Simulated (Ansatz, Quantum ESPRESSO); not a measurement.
# AgCl (Chlorargyrite): Raman and infrared activity, part 2 of 3

Wanted: vibrational spectra of AgCl (Chlorargyrite) from linear and non-linear response.

Quantum ESPRESSO 8.0 development, patched; DFT LDA, scalar-relativistic, plane waves, PseudoDojo norm-conserving pseudopotentials.

So far. Step 2 (A probe with smearing): A gap of 0.61 eV opens on this mesh, so the crystal is taken as an insulator; the start stands at -3.7 GPa. Step 4 (Ground state): The cell stands at -0.015 GPa, close enough for phonons. The relaxed cell has a = 5.354 Å (conventional setting).

The database entry behind the starting cell differs from later determinations by our own check (an axis about 1.4 % short against later determinations), so it need not match the best structure at ambient conditions.

### Step 5. Zone-centre response

At q = 0 one unit cell holds all displacements; symmetry groups them into irreducible representations that are solved one by one. The response to a field gives ε∞ and the Born charges, which polar modes need. Third-order response adds the Raman tensors.

ph.in

```
phonons
 &inputph
    prefix='x',
    outdir='./tmp',
    fildyn='g.dyn',
    tr2_ph=1.0d-18,
    epsil=.true.,
    lraman=.true.,
    elop=.true.,
 /
0.000000000000 0.000000000000 0.000000000000
```

Command:

```
OMP_NUM_THREADS=1 mpirun -n 4 ph.x -nk 4 -in ph.in > ph.out
```

The log of the run:

```text
[banners, grids, parts of the stress and lines that vanish by symmetry left out]
[banner, memory and clock lines left out]
Program PHONON v.8.0dev

     Dynamical matrices for q-points given in input
     (   1q-points):
       N         xq(1)         xq(2)         xq(3)
       1   0.000000000   0.000000000   0.000000000

     ./tmp/x.save/

     IMPORTANT: XC functional enforced from input :
     Exchange-correlation= PW
                           (   1   4   0   0   0   0   0)
     Any further DFT definition will be discarded
     Please, verify this is what you really want

     G-vector sticks info

     Reading collected, re-writing distributed wavefunctions in ./tmp/

     Number and degeneracy of irreps per q-point
       N         xq(1)         xq(2)         xq(3)   N irreps
       1   0.000000000   0.000000000   0.000000000       2
        3   3

     Calculation of q =    0.0000000   0.0000000   0.0000000

     phonons

     bravais-lattice index     =            0
     lattice parameter (alat)  =       7.1548  a.u.
     unit-cell volume          =     258.9920 (a.u.)^3
     number of atoms/cell      =            2
     number of atomic types    =            2
     kinetic-energy cut-off    =      86.0000  Ry
     charge density cut-off    =     344.0000  Ry
     convergence threshold     =      1.0E-18
     beta                      =       0.7000
     number of iterations used =            4
     Exchange-correlation= PW
                           (   1   4   0   0   0   0   0)

     celldm(1)=    7.15485  celldm(2)=    0.00000  celldm(3)=    0.00000
     celldm(4)=    0.00000  celldm(5)=    0.00000  celldm(6)=    0.00000

     crystal axes: (cart. coord. in units of alat)
               a(1) = ( -0.7071  0.0000  0.7071 )
               a(2) = (  0.0000  0.7071  0.7071 )
               a(3) = ( -0.7071  0.7071  0.0000 )

     reciprocal axes: (cart. coord. in units 2 pi/alat)
               b(1) = ( -0.7071 -0.7071  0.7071 )
               b(2) = (  0.7071  0.7071  0.7071 )
               b(3) = ( -0.7071  0.7071 -0.7071 )

     Atoms inside the unit cell:

     Cartesian axes

     site n.  atom      mass           positions (alat units)
        1  Ag    107.8682   tau(    1) = (    0.00000    0.00000    0.00000  )
        2  Cl     35.4500   tau(    2) = (   -0.70711    0.70711    0.70711  )

     Computing dynamical matrix for
                    q = (   0.0000000   0.0000000   0.0000000 )

     49 Sym.Ops. (with q -> -q+G )

     G cutoff =  446.0665  (  27941 G-vectors)     FFT grid: ( 45, 45, 45)
     number of k points=    29
                       cart. coord. in units 2pi/alat
        k(    1) = (   0.0000000   0.0000000   0.0000000), wk =   0.0039062
        k(    2) = (  -0.0883883   0.0883883  -0.0883883), wk =   0.0312500
        k(    3) = (  -0.1767767   0.1767767  -0.1767767), wk =   0.0312500
        [... further k-points left out ...]

     PseudoPot. # 1 for Ag read from file:
     ./pseudo/Ag.upf
     Pseudo is Norm-conserving + core correction, Zval = 19.0

     PseudoPot. # 2 for Cl read from file:
     ./pseudo/Cl.upf
     Pseudo is Norm-conserving + core correction, Zval =  7.0

     Mode symmetry, O_h (m-3m)  point group:

     Electric field:
     Dielectric constant
     Born effective charges as d Force / d E
     Raman tensor
     Electro-optic tensor

     Atomic displacements:
     There are    2 irreducible representations

     Representation     1      3 modes -  To be done

     Representation     2      3 modes -  To be done

     Alpha used in Ewald sum =   2.8000

     Electric Fields Calculation

     The passes end when |ddv_scf|^2 is under  6.1E-20 (on this mesh; tr2_ph alone asks  1.0E-18)

      iter #   1   av.it.:   8.7
      thresh= 1.000E-02 alpha_mix =  0.700 |ddv_scf|^2 =  7.101E-08

      [... iterations left out ...]
      iter #   9   av.it.:  16.9
      thresh= 3.305E-11 alpha_mix =  0.700 |ddv_scf|^2 =  1.464E-21

     End of electric fields calculation

          Dielectric constant in cartesian axis

          (       5.872664840       0.000000000       0.000000000 )
          (       0.000000000       5.872664840      -0.000000000 )
          (       0.000000000      -0.000000000       5.872664840 )

          Effective charges (d Force / dE) in cartesian axis without acoustic sum rule applied (asr)

           atom    1  Ag    Mean Z*:        1.41566
      Ex  (        1.41566        0.00000        0.00000 )
      Ey  (        0.00000        1.41566        0.00000 )
      Ez  (        0.00000        0.00000        1.41566 )
           atom    2  Cl    Mean Z*:       -1.41914
      Ex  (       -1.41914        0.00000        0.00000 )
      Ey  (        0.00000       -1.41914       -0.00000 )
      Ez  (       -0.00000       -0.00000       -1.41914 )

          Effective charges Sum: Mean:       -0.00348
             -0.00348        0.00000        0.00000
              0.00000       -0.00348        0.00000
              0.00000        0.00000       -0.00348

          Effective charges (d Force / dE) in cartesian axis with asr applied:
           atom    1  Ag    Mean Z*:        1.41740
      E*x (        1.41740        0.00000        0.00000 )
      E*y (       -0.00000        1.41740        0.00000 )
      E*z (        0.00000        0.00000        1.41740 )
           atom    2  Cl    Mean Z*:       -1.41740
      E*x (       -1.41740       -0.00000       -0.00000 )
      E*y (        0.00000       -1.41740       -0.00000 )
      E*z (       -0.00000       -0.00000       -1.41740 )

     Calling punch_plot_e
     Writing on file  drho

     Computing Pc [DH,Drho] |psi>

     Derivative coefficient:  0.001000    Threshold: 1.00E-12
     Message from routine dhdrhopsi:
     some bands at k + dk did not converge to eth_ns: the Raman tensors may be inaccurate, compare with a run at another eth_ns or dek
     Non-scf  u_k: avg # of iterations = 21.5
     Non-scf Du_k: avg # of iterations = 39.4

          Dielectric constant from finite-differences

          (       5.872583256      -0.000000000      -0.000000000 )
          (      -0.000000000       5.872583256       0.000000000 )
          (      -0.000000000       0.000000000       5.872583256 )

              Electro-optic tensor is defined as
            the derivative of the dielectric tensor
              with respect to one electric field
                 units are Rydberg a.u.

            to obtain the static chi^2 multiply by 1/2

            to convert to pm/Volt multiply per 2.7502

          Electro-optic tensor in cartesian axis:

          (       0.000000000      -0.000000000       0.000000000 )
          (       0.000000000      -0.000000000       0.000000000 )
          (      -0.000000000      -0.000000000      -0.000000000 )

          (       0.000000000      -0.000000000       0.000000000 )
          (       0.000000000      -0.000000000       0.000000000 )
          (      -0.000000000      -0.000000000       0.000000000 )

          (       0.000000000       0.000000000      -0.000000000 )
          (       0.000000000       0.000000000      -0.000000000 )
          (      -0.000000000      -0.000000000      -0.000000000 )

          Electro-optic tensor: contribution #   1

          (      -0.000000000      -0.000000000       0.000000000 )
          (      -0.000000000       0.000000000      -0.000000000 )
          (       0.000000000      -0.000000000       0.000000000 )

          (      -0.000000000      -0.000000000       0.000000000 )
          (       0.000000000      -0.000000000      -0.000000000 )
          (      -0.000000000      -0.000000000       0.000000000 )

          (      -0.000000000      -0.000000000       0.000000000 )
          (      -0.000000000      -0.000000000       0.000000000 )
          (       0.000000000       0.000000000      -0.000000000 )

          Electro-optic tensor: contribution #   2

          (       0.000000000       0.000000000      -0.000000000 )
          (      -0.000000000       0.000000000      -0.000000000 )
          (       0.000000000       0.000000000      -0.000000000 )

          (       0.000000000       0.000000000       0.000000000 )
          (       0.000000000       0.000000000       0.000000000 )
          (       0.000000000       0.000000000       0.000000000 )

          (       0.000000000       0.000000000       0.000000000 )
          (       0.000000000       0.000000000       0.000000000 )
          (       0.000000000       0.000000000      -0.000000000 )

     Computing Second order response

      iter #   1   av.it.:  13.1
      thresh= 1.000E-02 alpha_mix =  0.700 |ddv_scf|^2 =  1.468E-06

      [... iterations left out ...]
      iter #  11   av.it.:  17.7
      thresh= 2.202E-11 alpha_mix =  0.700 |ddv_scf|^2 =  2.250E-21

          Raman tensor (au^-1) in cartesian axis

           atom      1
          (       0.000000000      -0.000000000       0.000000000 )
          (      -0.000000000       0.000000000      -0.000000000 )
          (       0.000000000      -0.000000000       0.000000000 )

          (      -0.000000000      -0.000000000       0.000000000 )
          (      -0.000000000       0.000000000      -0.000000000 )
          (       0.000000000      -0.000000000       0.000000000 )

          (       0.000000000       0.000000000       0.000000000 )
          (      -0.000000000      -0.000000000       0.000000000 )
          (       0.000000000       0.000000000      -0.000000000 )

           atom      2
          (      -0.000000000       0.000000000       0.000000000 )
          (      -0.000000000      -0.000000000      -0.000000000 )
          (      -0.000000000      -0.000000000       0.000000000 )

          (      -0.000000000       0.000000000      -0.000000000 )
          (       0.000000000       0.000000000      -0.000000000 )
          (      -0.000000000      -0.000000000      -0.000000000 )

          (      -0.000000000      -0.000000000      -0.000000000 )
          (      -0.000000000      -0.000000000       0.000000000 )
          (      -0.000000000       0.000000000       0.000000000 )

     Raman tensor (A^2)

     atom #    1    pol.  1
      0.466747139258E-20     -0.224596742999E-20      0.466747139258E-20
     -0.282208733187E-20      0.178687188318E-20     -0.166984752811E-20
      0.870031070574E-20     -0.743104654691E-20      0.754807090198E-20
     atom #    1    pol.  2
     -0.166984752811E-20     -0.166984752811E-20      0.634632079415E-21
     -0.455044703751E-20      0.236299178506E-20     -0.570268684127E-20
[...]
atom #    1    pol.  3
[...]
atom #    2    pol.  1
[...]
atom #    2    pol.  2
[...]
atom #    2    pol.  3
[...]
-0.161921198986E-20      0.342183715160E-20      0.226959734784E-20

     Representation #   1 modes #   1   2   3

     Self-consistent Calculation

     The passes end when |ddv_scf|^2 is under  6.1E-20 (on this mesh; tr2_ph alone asks  1.0E-18)

      iter #   1   av.it.:   8.6
      thresh= 1.000E-02 alpha_mix =  0.700 |ddv_scf|^2 =  2.460E-07

      [... iterations left out ...]
      iter #   9   av.it.:  17.0
      thresh= 4.833E-11 alpha_mix =  0.700 |ddv_scf|^2 =  2.351E-21

     End of self-consistent calculation

     Convergence has been achieved

     Representation #   2 modes #   4   5   6

     Self-consistent Calculation

     The passes end when |ddv_scf|^2 is under  6.1E-20 (on this mesh; tr2_ph alone asks  1.0E-18)

      iter #   1   av.it.:  11.6
      thresh= 1.000E-02 alpha_mix =  0.700 |ddv_scf|^2 =  6.200E-06

      [... iterations left out ...]
      iter #   9   av.it.:  17.2
      thresh= 9.651E-11 alpha_mix =  0.700 |ddv_scf|^2 =  3.723E-21

     End of self-consistent calculation

     Convergence has been achieved

     Number of q in the star =    1
     List of q in the star:
          1   0.000000000   0.000000000   0.000000000

          Dielectric constant in cartesian axis

          (       5.872664840       0.000000000       0.000000000 )
          (       0.000000000       5.872664840      -0.000000000 )
          (       0.000000000      -0.000000000       5.872664840 )

          Effective charges (d Force / dE) in cartesian axis without acoustic sum rule applied (asr)

           atom    1  Ag    Mean Z*:        1.41566
      Ex  (        1.41566        0.00000        0.00000 )
      Ey  (        0.00000        1.41566        0.00000 )
      Ez  (        0.00000        0.00000        1.41566 )
           atom    2  Cl    Mean Z*:       -1.41914
      Ex  (       -1.41914        0.00000        0.00000 )
      Ey  (        0.00000       -1.41914       -0.00000 )
      Ez  (       -0.00000       -0.00000       -1.41914 )

          Effective charges Sum: Mean:       -0.00348
             -0.00348        0.00000        0.00000
              0.00000       -0.00348        0.00000
              0.00000        0.00000       -0.00348

          Effective charges (d Force / dE) in cartesian axis with asr applied:
           atom    1  Ag    Mean Z*:        1.41740
      E*x (        1.41740        0.00000        0.00000 )
      E*y (       -0.00000        1.41740        0.00000 )
      E*z (        0.00000        0.00000        1.41740 )
           atom    2  Cl    Mean Z*:       -1.41740
      E*x (       -1.41740       -0.00000       -0.00000 )
      E*y (        0.00000       -1.41740       -0.00000 )
      E*z (       -0.00000       -0.00000       -1.41740 )

     Diagonalizing the dynamical matrix

     q = (    0.000000000   0.000000000   0.000000000 )

 **************************************************************************
     freq (    1) =       0.040870 [THz] =       1.363286 [cm-1]
     freq (    2) =       0.040870 [THz] =       1.363286 [cm-1]
     freq (    3) =       0.040870 [THz] =       1.363286 [cm-1]
     freq (    4) =       3.906576 [THz] =     130.309360 [cm-1]
     freq (    5) =       3.906576 [THz] =     130.309360 [cm-1]
     freq (    6) =       3.906576 [THz] =     130.309360 [cm-1]
 **************************************************************************

     Mode symmetry, O_h (m-3m)  point group:

     freq (   1-   3) =          1.4  [cm-1]   --> T_1u G_15  G_4- I
     freq (   4-   6) =        130.3  [cm-1]   --> T_1u G_15  G_4- I
```

Elapsed: 7.3 min, on 4 MPI ranks of Intel Xeon 6975P-C (Granite Rapids), shared host; 29 min of CPU time.

This step gave:

```
miss of the charge sum rule                                       : 0.003480 e
largest acoustic frequency at the zone centre before the sum rule : 1.36 cm⁻¹
highest optical zone-centre mode (no LO-TO term)                  : 130.3 cm⁻¹
lowest optical zone-centre mode                                   : 130.3 cm⁻¹
mean high-frequency dielectric constant                           : 5.873
largest Born charge in size (third of the trace)                  : 1.419 e
```

Born charge (rows field, columns displacement), before the sum rule (e), principal values of the symmetric part by kind of site:

```csv
atom,atoms with these values,low,middle,high,mean
Ag1,1,1.42,1.42,1.42,1.42
Cl2,1,-1.42,-1.42,-1.42,-1.42
```

In full for Ag1:

```
1.42 0.00 0.00
0.00 1.42 0.00
0.00 0.00 1.42
```

High-frequency dielectric tensor:

```
5.87 0.00 0.00
0.00 5.87 0.00
0.00 0.00 5.87
```

The acoustic modes at Γ come out as far as 1.4 cm⁻¹ from zero, where they should vanish, a small numerical error; the Born charges miss their sum rule by 0.0035 e, which is good.

### Step 6. Zone-centre analysis

A rigid shift of the crystal must cost nothing, but grids and finite bases break this; the acoustic sum rule is imposed before the matrix is diagonalised again. With Born charges the intensities follow, and the static dielectric tensor.

dynmat.in

```
 &input
    fildyn='g.dyn',
    asr='simple',
    fileig='dynmat.eig',
    lperm=.true.,
 /
```

Command:

```
dynmat.x -in dynmat.in > dynmat.out
```

The log of the run:

```text
[banner, memory and clock lines left out]
Program DYNMAT v.8.0dev

     Reading Dynamical Matrix from file g.dyn
     ...Force constants read
     ...epsilon and Z* read
     ...Raman cross sections read
     A direction for q was not specified:TO-LO splitting will be absent

     Polarizability (A^3 units)
     multiply by 0.381065 for Clausius-Mossotti correction (not under assume_isolated = 'mt')
        14.881493    0.000000    0.000000
         0.000000   14.881493   -0.000000
         0.000000   -0.000000   14.881493

     IR activities are in (D/A)^2/amu units

# mode   [cm-1]    [THz]      IR
    1     -0.00   -0.0000    0.0000
    2     -0.00   -0.0000    0.0000
    3      0.00    0.0000    0.0000
    4    130.31    3.9066    1.7372
    5    130.31    3.9066    1.7372
    6    130.31    3.9066    1.7372

Electronic dielectric permittivity tensor (relative, adimensional)
         5.872665    0.000000    0.000000
         0.000000    5.872665   -0.000000
         0.000000   -0.000000    5.872665

 ... with zone-center polar mode contributions
        11.557896    0.000000    0.000000
         0.000000   11.557896   -0.000000
         0.000000   -0.000000   11.557896
```

The job ended after 0.65 s (1 thread).

Numbers from this step:

```yaml
mean_static_dielectric_constant: 11.56
```

Unit eigenvectors of the mass-weighted matrix after the sum rule; no LO-TO term. The modes at Γ (shares of kinetic energy by element, %):

```csv
mode,frequency (cm⁻¹),symmetry,Ag %,Cl %
1,0.0,acoustic,75,25
2,0.0,acoustic,75,25
3,0.0,acoustic,75,25
4,130.3,T1u,25,75
5,130.3,T1u,25,75
6,130.3,T1u,25,75
```

Displacements in mode 5 (130.3 cm⁻¹), the largest set to 1:
```
Ag1  0.00  0.00 -0.33
Cl2  0.00  0.00  1.00
```

Degenerate modes summed, no LO-TO term. Infrared lines, with heights relative to the strongest:

```csv
position (cm⁻¹),lines merged,label,"IR intensity, relative"
130,3,T1u,100
```

Static dielectric tensor (ions relaxed, fixed cell):

```
11.56  0.00  0.00
 0.00 11.56  0.00
 0.00  0.00 11.56
```

The rule moves no optical mode by more than 0.1 cm⁻¹.

### Step 7. Sum rules set otherwise: a sum rule for molecules or wires on a crystal

This rule also removes rotations, which suits molecules and not a crystal; it is tried to see the harm.

dynmat.in

```
 &input
    fildyn='g.dyn',
    asr='zero-dim',
    fileig='dynmat.eig',
    lperm=.true.,
 /
```

Command:

```
dynmat.x -in dynmat.in > dynmat.out
```

The log of the run:

```text
[banner, memory and clock lines left out]
Program DYNMAT v.8.0dev

     Reading Dynamical Matrix from file g.dyn
     ...Force constants read
     ...epsilon and Z* read
     ...Raman cross sections read
     Warning: this looks like a crystal, not a molecule in a box: use asr = 'crystal'
     Acoustic Sum Rule: || Z*(ASR) - Z*(orig)|| =    4.262221E-03
     Acoustic Sum Rule: ||dyn(ASR) - dyn(orig)||=    9.700589E-02
     Message from routine dynmat:
     WARNING: the charges keep any dipole. Ignore the strengths of the modes set to zero; with q typed a rigid rotation may get a frequency
     A direction for q was not specified:TO-LO splitting will be absent

     Polarizability (A^3 units)
     multiply by 0.381065 for Clausius-Mossotti correction (not under assume_isolated = 'mt')
        14.881493    0.000000    0.000000
         0.000000   14.881493   -0.000000
         0.000000   -0.000000   14.881493

     IR activities are in (D/A)^2/amu units

# mode   [cm-1]    [THz]      IR
    1     -0.00   -0.0000    0.2909
    2     -0.00   -0.0000    0.2465
    3     -0.00   -0.0000    0.0154
    4      0.00    0.0000    1.3495
    5      0.00    0.0000    1.5721
    6    130.32    3.9069    1.7372

Electronic dielectric permittivity tensor (relative, adimensional)
         5.872665    0.000000    0.000000
         0.000000    5.872665   -0.000000
         0.000000   -0.000000    5.872665

 ... with zone-center polar mode contributions
         7.767463   -1.894799   -1.894799
        -1.894799    7.767463    1.894799
        -1.894799    1.894799    7.767463
```

Run time: 0.65 s. Hardware: 1 thread.

The run ended normally, but on settings that are not sound.

The fault: a sum rule for molecules or wires on a crystal; 2 optical modes are projected out to zero frequency, as if they were rotations, and the static dielectric tensor is spoilt.

For a crystal the rule has to be 'simple' or 'crystal'.

Zone-centre frequencies as printed; negative means imaginary. Modes:

```csv
mode,frequency (cm⁻¹)
1,0
2,0
3,0
4,0
5,0
6,130.3
```

(Part 2 of 3 ends here.)

[Host names and launcher messages were left out of these logs when they were recorded.]

[Logs are printed without paths, hosts, clocks, repeated set-up lines and the standing remarks that a program may print on its own settings, such as how far it seeks lower states.]

[Hosts, paths, dates, database ids (printed as entryN), source tags and the programs' standing remarks are cut or masked in the printed files.]
